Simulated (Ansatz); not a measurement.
# Relaxing glassy NaFeSi2O6 (120 atoms), part 2 of 2

How does glassy NaFeSi2O6 (120 atoms) relax, and what do bonds, charges and levels look like afterwards?

Ansatz 0.2.0; Kohn-Sham DFT, PBE, PAW (set soft_2), plane waves.

The cell: 12 Fe, 12 Na, 72 O and 24 Si. The quench rate of 20 K/ps is many orders above laboratory rates. The network of bonds at the start is that of the classical potential that made the cell. Without a Hubbard term or exact exchange, open shells on Fe are likely too delocalised. The Brillouin zone is sampled at Γ only, in a cell whose shortest periodic width is 12 Å.

So far, density (g/cm³): step 4 (local order after relaxation) 2.81.

### 5. Single point at the relaxed geometry

The electronic structure is read at the final geometry, in a run of its own.

The input, input.yaml:

```yaml
crystal:
  lattice:
    - [11.77376, -0.09804, -0.10622]
    - [-0.09804, 11.62225, 0.16897]
    - [-0.10622, 0.16897, 11.99266]
  atoms:
    - { symbol: Fe, position: [0.21775, 0.24653, 0.95161], spin: 5.0 }
    - { symbol: Fe, position: [0.71658, 0.0411, 0.53657], spin: 5.0 }
    - { symbol: Fe, position: [0.32895, 0.27433, 0.38774], spin: 5.0 }
    - { symbol: Fe, position: [0.07611, 0.13166, 0.76586], spin: 5.0 }
    - { symbol: Fe, position: [0.05309, 0.78837, 0.02856], spin: -5.0 }
    - { symbol: Fe, position: [0.8182, 0.16772, 0.73031], spin: -5.0 }
    - { symbol: Fe, position: [0.56145, 0.24739, 0.58374], spin: 5.0 }
    - { symbol: Fe, position: [0.129, 0.33116, 0.5702], spin: 5.0 }
    - { symbol: Fe, position: [0.41987, 0.15608, 0.1527], spin: -5.0 }
    - { symbol: Fe, position: [0.37711, 0.50448, 0.32557], spin: 5.0 }
    - { symbol: Fe, position: [0.01463, 0.99754, 0.16735], spin: 5.0 }
    - { symbol: Fe, position: [0.2947, 0.74727, 0.72233], spin: 5.0 }
    - { symbol: Na, position: [0.48412, 0.82512, 0.89816] }
    - { symbol: Na, position: [0.79146, 0.17019, 0.25898] }
    - { symbol: Na, position: [0.84043, 0.7222, 0.51217] }
    - { symbol: Na, position: [0.00329, 0.04048, 0.44358] }
    - { symbol: Na, position: [0.38957, 0.78333, 0.47659] }
    - { symbol: Na, position: [0.51207, 0.02398, 0.36176] }
    - { symbol: Na, position: [0.11117, 0.62591, 0.55901] }
    - { symbol: Na, position: [0.3825, 0.09377, 0.83927] }
    - { symbol: Na, position: [0.62114, 0.14827, 0.86429] }
    - { symbol: Na, position: [0.08146, 0.45097, 0.33925] }
    - { symbol: Na, position: [0.02102, 0.51211, 0.053] }
    - { symbol: Na, position: [0.31461, 0.80717, 0.15364] }
    - { symbol: O, position: [0.83611, 0.1555, 0.45741] }
    - { symbol: O, position: [0.39389, 0.44446, 0.68467] }
    - { symbol: O, position: [0.08202, 0.4482, 0.66653] }
    - { symbol: O, position: [0.62978, 0.63386, 0.83539] }
    - { symbol: O, position: [0.01727, 0.64036, 0.38403] }
    - { symbol: O, position: [0.54017, 0.98941, 0.78943] }
    - { symbol: O, position: [0.42337, 0.60533, 0.21431] }
    - { symbol: O, position: [0.59988, 0.4038, 0.56206] }
    - { symbol: O, position: [0.42068, 0.55234, 0.46391] }
    - { symbol: O, position: [0.17252, 0.08478, 0.89148] }
    - { symbol: O, position: [0.68894, 0.38319, 0.29621] }
    - { symbol: O, position: [0.32566, 0.66932, 0.85789] }
    - { symbol: O, position: [0.55706, 0.98699, 0.55793] }
    - { symbol: O, position: [0.19286, 0.19266, 0.64181] }
    - { symbol: O, position: [0.10203, 0.29517, 0.83519] }
    - { symbol: O, position: [0.60065, 0.20459, 0.42854] }
    - { symbol: O, position: [0.6762, 0.89219, 0.03974] }
    - { symbol: O, position: [0.23219, 0.37433, 0.45769] }
    - { symbol: O, position: [0.93389, 0.13195, 0.85393] }
    - { symbol: O, position: [0.29187, 0.11481, 0.05307] }
    - { symbol: O, position: [0.99263, 0.68954, 0.15472] }
    - { symbol: O, position: [0.53041, 0.62854, 0.6349] }
    - { symbol: O, position: [0.7278, 0.55403, 0.43779] }
    - { symbol: O, position: [0.93566, 0.44893, 0.84671] }
    - { symbol: O, position: [0.42401, 0.83041, 0.67291] }
    - { symbol: O, position: [0.49691, 0.00382, 0.13663] }
    - { symbol: O, position: [0.5631, 0.58073, 0.03545] }
    - { symbol: O, position: [0.52366, 0.77882, 0.13704] }
    - { symbol: O, position: [0.85847, 0.5401, 0.25854] }
    - { symbol: O, position: [0.94585, 0.21681, 0.64567] }
    - { symbol: O, position: [0.79317, 0.99487, 0.67811] }
    - { symbol: O, position: [0.38942, 0.20627, 0.52331] }
    - { symbol: O, position: [0.82528, 0.37926, 0.54156] }
    - { symbol: O, position: [0.64662, 0.60708, 0.23809] }
    - { symbol: O, position: [0.73715, 0.46973, 0.9487] }
    - { symbol: O, position: [0.69534, 0.17464, 0.63409] }
    - { symbol: O, position: [0.70123, 0.77948, 0.68264] }
    - { symbol: O, position: [0.01388, 0.30243, 0.45632] }
    - { symbol: O, position: [0.33987, 0.29747, 0.86323] }
    - { symbol: O, position: [0.22395, 0.05602, 0.47462] }
    - { symbol: O, position: [0.7967, 0.87729, 0.86775] }
    - { symbol: O, position: [0.12264, 0.01589, 0.28831] }
    - { symbol: O, position: [0.77642, 0.9171, 0.45116] }
    - { symbol: O, position: [0.66616, 0.91272, 0.26083] }
    - { symbol: O, position: [0.04519, 0.82464, 0.87717] }
    - { symbol: O, position: [0.78598, 0.07678, 0.99446] }
    - { symbol: O, position: [0.38519, 0.31192, 0.11576] }
    - { symbol: O, position: [0.46223, 0.35989, 0.33657] }
    - { symbol: O, position: [0.84162, 0.7647, 0.30774] }
    - { symbol: O, position: [0.05729, 0.98722, 0.70577] }
    - { symbol: O, position: [0.7586, 0.29267, 0.81113] }
    - { symbol: O, position: [0.5723, 0.20425, 0.21457] }
    - { symbol: O, position: [0.50369, 0.25031, 0.73449] }
    - { symbol: O, position: [0.14087, 0.92872, 0.07598] }
    [... 36 atom lines left out ...]
    - { symbol: Si, position: [0.58178, 0.28908, 0.31906] }
    - { symbol: Si, position: [0.06756, 0.42773, 0.80156] }
    - { symbol: Si, position: [0.24033, 0.59848, 0.94124] }
    - { symbol: Si, position: [0.48161, 0.96041, 0.67204] }
    - { symbol: Si, position: [0.29101, 0.12076, 0.578] }
    - { symbol: Si, position: [0.79542, 0.89634, 0.31859] }
magnetization:
  spin_polarized: true
kpoints:
  mp_grid: { grid: [1, 1, 1] }
hamiltonian:
  xc: pbe
scf:
  occupations: { method: gaussian, width: 0.05 }
  lower_state_search: "off"
output:
  forces: true
  stress: true
  populations: true
  dos:
    method: { smearing: { sigma: 0.08 } }
    de: 0.1
    projected: { site_lists: { Fe: [Fe], Na: [Na], O: [O], Si: [Si] } }
  eigenvalues: true
  write_density: true
  write_potential: true
  volumetric_format: npy
```

On the command line:

```bash
$ ansatz run input.yaml --threads 4 --pin off --max-ram 8192MiB --backend cpu --events-out ev --progress --plain --runs-dir out
```

Elapsed: 96 s, on 4 threads of Intel Xeon Platinum 8375C at 2.90GHz (Ice Lake), shared host; peak memory 4.6 GiB.

Numbers from this run:

* free energy: -127799.8348 eV
* free energy per atom: -1064.9986 eV/atom
* SCF cycles: 28
* pressure: 0.01295 GPa
* r.m.s. force component: 0.00711 eV/Å
* longest force: 0.02705 eV/Å
* Fermi energy: 4.678 eV
* levels partly filled by over 2 per cent: 2
* total moment: 29.93 μB
* absolute moment: 57.17 μB
* spilling of the projection: 0.008972

Löwdin charges by element and coordination (they lack the spilled electrons, 0.062 e an atom on average):

```
element  coordination  atoms  mean charge (e)  spread   least    most
     Fe           all     12             1.50  0.0364    1.42    1.55
     Fe             4      4             1.48   0.018    1.46    1.50
     Fe             5      7             1.51  0.0391    1.42    1.55
     Fe             6      1             1.55       0    1.55    1.55
     Na           all     12            0.805  0.0156   0.775   0.826
     Na             4      2            0.808  0.0142   0.793   0.822
     Na             5      4            0.807  0.0156   0.790   0.826
     Na             6      2            0.810   0.006   0.804   0.816
     Na             7      4            0.799  0.0175   0.775   0.823
      O           all     72           -0.840  0.0456  -0.974  -0.740
      O             2     14           -0.796  0.0126  -0.817  -0.781
      O             3     39           -0.836    0.03  -0.901  -0.788
      O             4     19           -0.881  0.0532  -0.974  -0.740
     Si           all     24             1.68  0.0579    1.57    1.79
```

Magnetic moments by element and coordination:

```
element  coordination  atoms  mean moment (μB)  spread    least    most
     Fe           all     12              1.81    3.08    -3.61    3.69
     Fe             4      4              3.56  0.0294     3.53    3.59
     Fe             5      7             0.552    3.54    -3.61    3.69
     Fe             6      1              3.65       0     3.65    3.65
     Na           all     12            6.0e-4  4.0e-4        0  0.0015
     Na             4      2            7.0e-4  4.0e-4   3.0e-4  0.0012
     Na             5      4            7.0e-4  5.0e-4   1.0e-4  0.0015
     Na             6      2            6.0e-4  2.0e-4   4.0e-4  7.0e-4
     Na             7      4            4.0e-4  4.0e-4        0  9.0e-4
      O           all     72             0.055   0.105   -0.173   0.473
      O             2     14            0.0181  0.0998   -0.173   0.196
      O             3     39            0.0694   0.112   -0.114   0.473
      O             4     19            0.0527  0.0887   -0.135   0.212
     Si           all     24            0.0028  0.0034  -0.0033  0.0082
```

States in the cell by windows of 1 eV, zero at the Fermi level; the larger projections on atomic orbitals stand beside the total:

```
from (eV)  to (eV)  total up  total down   O p  Fe d  Si p
      -14      -11       0.0         0.0   0.0   0.0   0.0
      -11      -10       2.0         2.0   2.6   0.0   0.2
      -10       -9       5.4         4.8   6.8   0.1   0.6
       -9       -8       7.4         7.1   9.8   0.3   1.2
       -8       -7      11.5        10.1  15.2   1.0   2.5
       -7       -6      24.8        18.4  29.3   6.3   4.6
       -6       -5      30.6        28.3  39.3  11.5   4.6
       -5       -4      41.4        36.4  54.8  15.5   3.3
       -4       -3      42.7        44.0  68.2  12.2   2.4
       -3       -2      44.1        42.9  73.0   9.6   1.5
       -2       -1      36.4        30.7  55.3   9.1   0.9
       -1        0      14.2         6.4  13.8   5.7   0.2
        0        1       4.6        14.9   2.8  16.1   0.1
        1        2       7.7        21.4   5.6  22.0   0.3
        2        3       3.4         8.7   2.9   7.8   0.2
        3        4       0.6         1.0   0.0   0.0   0.0
        4        5       5.9         5.3   1.1   0.1   0.8
```

The curve was stored every 0.100 eV, coarse against its broadening of 0.08 eV, so these counts are rough.

Between -26 and -14 eV lie 216 more states.

The stored curve holds about 708 of the 828 electrons; the rest, give or take the few that broadening carries across the Fermi level, lie in deeper levels below its range.

The levels nearest the highest filled one (over half full), pooled over k-points and spins:

```
level less the highest filled one (eV)  occupation
                                -0.252           1
                                -0.230           1
                                -0.218           1
                                -0.121           1
                               -0.0921           1
                                     0       0.966
                                 0.129       0.034
                                 0.443           0
                                 0.537           0
                                 0.580           0
                                 0.648           0
                                 0.675           0
```

Spin density in the ac plane at fractional y = 0.148, with atoms of Fe and Na and O and Si within 0.2 Å of it.

Ten even steps from '0' (-5.6 e/Å³) to '9' (5.6 e/Å³), each cell a mean:
```
555555555444444444444444444455555
444455555544444444444444444555544
445555555544444444444444444555555
455555544444444444444444444455455
556655544444444555444444444444555
569855554444445554444444443244455
556655555544444444444455442034445
555555555554444455544445544444444
455555555555555555554555554444444
444455555555555555555555555445444
444445555555555555555444554444444
444444444555555555554555555555544
444444444555555544555555555555554
444444445555444445555555455555555
444444444444444445555554445555554
444444444445544445555554444455444
444444444555555554444444444444444
444444445554454444444444444444444
444444445554444444444444444444444
444444445544421344444444444444444
554444444544400344444444444445555
555444444444444444444444444455555
555555445544444444444444444455555
555555544554444444444444444445555
```
Columns run along a (11.8 Å), rows up along c (12.0 Å). Atoms in or near the plane, at fractional coordinates: Fe at (0.08, 0.77), Fe at (0.42, 0.15), Na at (0.62, 0.86), O at (0.84, 0.46), O at (0.93, 0.85), O at (0.33, 0.30), O at (0.99, 0.08), Si at (0.90, 0.98).

Electrostatic potential energy in the ac plane at fractional y = 0.148, with atoms of Fe and Na and O and Si within 0.2 Å of it. With pseudopotentials it is smooth inside the atoms' cores, unlike the true potential.

Ten even steps from '0' (-46 eV) to '9' (10 eV), each cell a mean:
```
899999888999999999999999998720016
999998888999999999887789999863358
999998889998888998830158999986326
887788999987668899830058999995114
731148999998778999986788886677667
500027999999999999999999841026898
731258999999999999999999730015899
987888679889999999999965763247999
999996456557899999999721488889999
999998763003799998889854799999999
999999873004789999889998999999999
999999987567779999999999998668999
999999999889999999998999994015999
999999999999999999977999995227999
999999999999999999999999999999999
999999999865899999999999999999999
999999999510499999999999854689999
999999999732689999999998610279999
999999999998755689779999753589999
999999999997300268889999988899999
789999999997200168999999999999997
159999999668633589999999999999851
269999996237988899999999999876652
899999998568999999999999998730026
```
Columns run along a (11.8 Å; values clipped at the 3rd and 97th percentile), rows up along c (12.0 Å). Atoms in or near the plane, at fractional coordinates: Fe at (0.08, 0.77), Fe at (0.42, 0.15), Na at (0.62, 0.86), O at (0.84, 0.46), O at (0.93, 0.85), O at (0.33, 0.30), O at (0.99, 0.08), Si at (0.90, 0.98).

Mean Löwdin charges: Fe +1.50, Na +0.80, O -0.84, Si +1.68 e (they miss 0.90 % of the electrons, so they add up to more than the cell's charge). The cell holds a total moment of 29.9 μB, from site moments of up to 3.7 μB that point both ways; no search proves this magnetic order the lowest. Just under the Fermi level the largest share is O p (54 % of the projected weight), just over it Fe d (80 % of the projected weight).

Local excerpt of 10 atoms (numbers count through the whole input) about Fe11, one of the 12 Fe atoms; x, y, z are measured from there.

```
 atom      x      y      z  distance (Å)  bonds  Löwdin charge (e)  moment (μB)
 Fe11   0.00   0.00   0.00          0.00      5               1.55         3.63
  O95  -0.26   1.56  -0.98          1.86      2              -0.81         0.17
  O66   1.26   0.22   1.44          1.93      3              -0.88         0.13
  O90  -1.54  -0.03   1.22          1.97      4              -0.91         0.11
  O78   1.50  -0.83  -1.12          2.05      4              -0.85        -0.02
  O86  -1.17  -1.18  -1.29          2.11      3              -0.87         0.03
  Fe5   0.49  -2.46  -1.70          3.03      5               1.52        -3.61
 Si97  -1.31   1.87  -2.17          3.15      4               1.66         0.01
Si102   2.58  -0.03  -2.13          3.34      4               1.57         0.00
Si120  -2.59  -1.13   1.82          3.36      4               1.65         0.01
```

The column of bonds counts only the pairs O-Si within 2.08 Å, O-Fe within 2.48 Å, O-Na within 3.09 Å; other neighbours, such as metal atoms beside each other in a compound, aren't counted, and periodic images can show an atom twice.

### 6. Outcome

```yaml
energy_change_in_the_relaxation: -97.38 meV/atom
r_m_s_displacement: 0.43 Å
largest_displacement: 2.086 Å
free_energy_per_atom: -1064.9986 eV/atom
pressure: 0.01295 GPa
r_m_s_force_component: 0.00711 eV/Å
wall_time_of_the_3_dft_runs: 29 min
```

In words: Relaxation lowers the energy by 97.4 meV/atom and moves atoms by 0.43 Å r.m.s.; the r.m.s. force component goes from 1.3 to 0.0071 eV/Å. Displacements are taken in the final cell, so they leave out its strain. By the final cutoffs 10 of 217 bonded pairs parted and 14 joined. The cell shrank by 1.6 % in volume. First to last step the energy falls by 11.685 eV, across changes of basis; the largest move, 2.09 Å, is that of Na23. The O-Na bonds change most in mean length: from 2.673 Å (spread 0.247) to 2.585 Å (spread 0.208), and their number from 62 to 68. Counting bonds as in the table, 58 % of Fe atoms have 5, 33 % of Na atoms have 5 and as many 7, 54 % of O atoms have 3 and all Si atoms have 4 bonded neighbours. Counting bonds to Si alone, not to Fe, 36 % of the oxygens join two of these atoms and 61 % one; 3 % join none. 2 levels are partly filled, by over 2 % (at Γ alone): no clear gap opens at this level. Levels of broken or missing bonds inside a gap of the host would look the same.

The cell holds a total moment of 29.9 μB, from site moments of up to 3.7 μB that point both ways; no search proves this magnetic order the lowest.

What to keep in mind: In the spin-polarised runs the search for a state of lower energy was switched off. The starting topology of bonds comes from the classical model; in DFT 10 of its 217 bonded pairs passed out of the cutoffs and 14 came within them. The run was spin polarised, started with 9 moments up and 3 down in a pattern of our own, ending at 29.9 μB in the cell; that starting order needn't be the real material's, and it bears on forces, charges and levels.

Calculation beside experiment:

```
             quantity   measured   this cell  difference                                       method of the measurement
nearest Si–O distance     1.63 Å      1.64 Å      +0.8 %                       neutron diffraction, Gaussian fit of T(r)
 number of O about Si        3.9           4      +2.6 %                       neutron diffraction, Gaussian fit of T(r)
nearest Fe–O distance     1.89 Å      1.93 Å      +2.1 %                         neutron diffraction, T(r) peak position
 nearest O–O distance     2.66 Å      2.69 Å      +1.1 %                         neutron diffraction, T(r) peak position
       number density  0.072 Å⁻³  0.0731 Å⁻³      +1.6 %                                  measured atomic number density
 number of O about Fe        4.3        4.75     +10.5 %  neutron diffraction with Fe isotope substitution, Gaussian fit
```

The cell differs from the measured distances by up to 2.1 %, neighbour counts by up to 10.5 % and density by up to 1.6 %. Distances of this cell are positions of the first main peak of g(r), or bond means where the peak is narrow; means over all bonds within a cutoff lie farther out for broad shells. The network comes from the model that made the cell; in DFT 10 of its 217 bonded pairs passed out of the cutoffs and 14 came within them. Our coordination numbers hang on a cutoff, and experiments count neighbours in their own ways.

[Logs are printed without paths, hosts, clocks, repeated set-up lines and the standing remarks that a program may print on its own settings, such as how far it seeks lower states.]

[Hosts, paths, dates, database ids (printed as entryN), source tags and the programs' standing remarks are cut or masked in the printed files.]
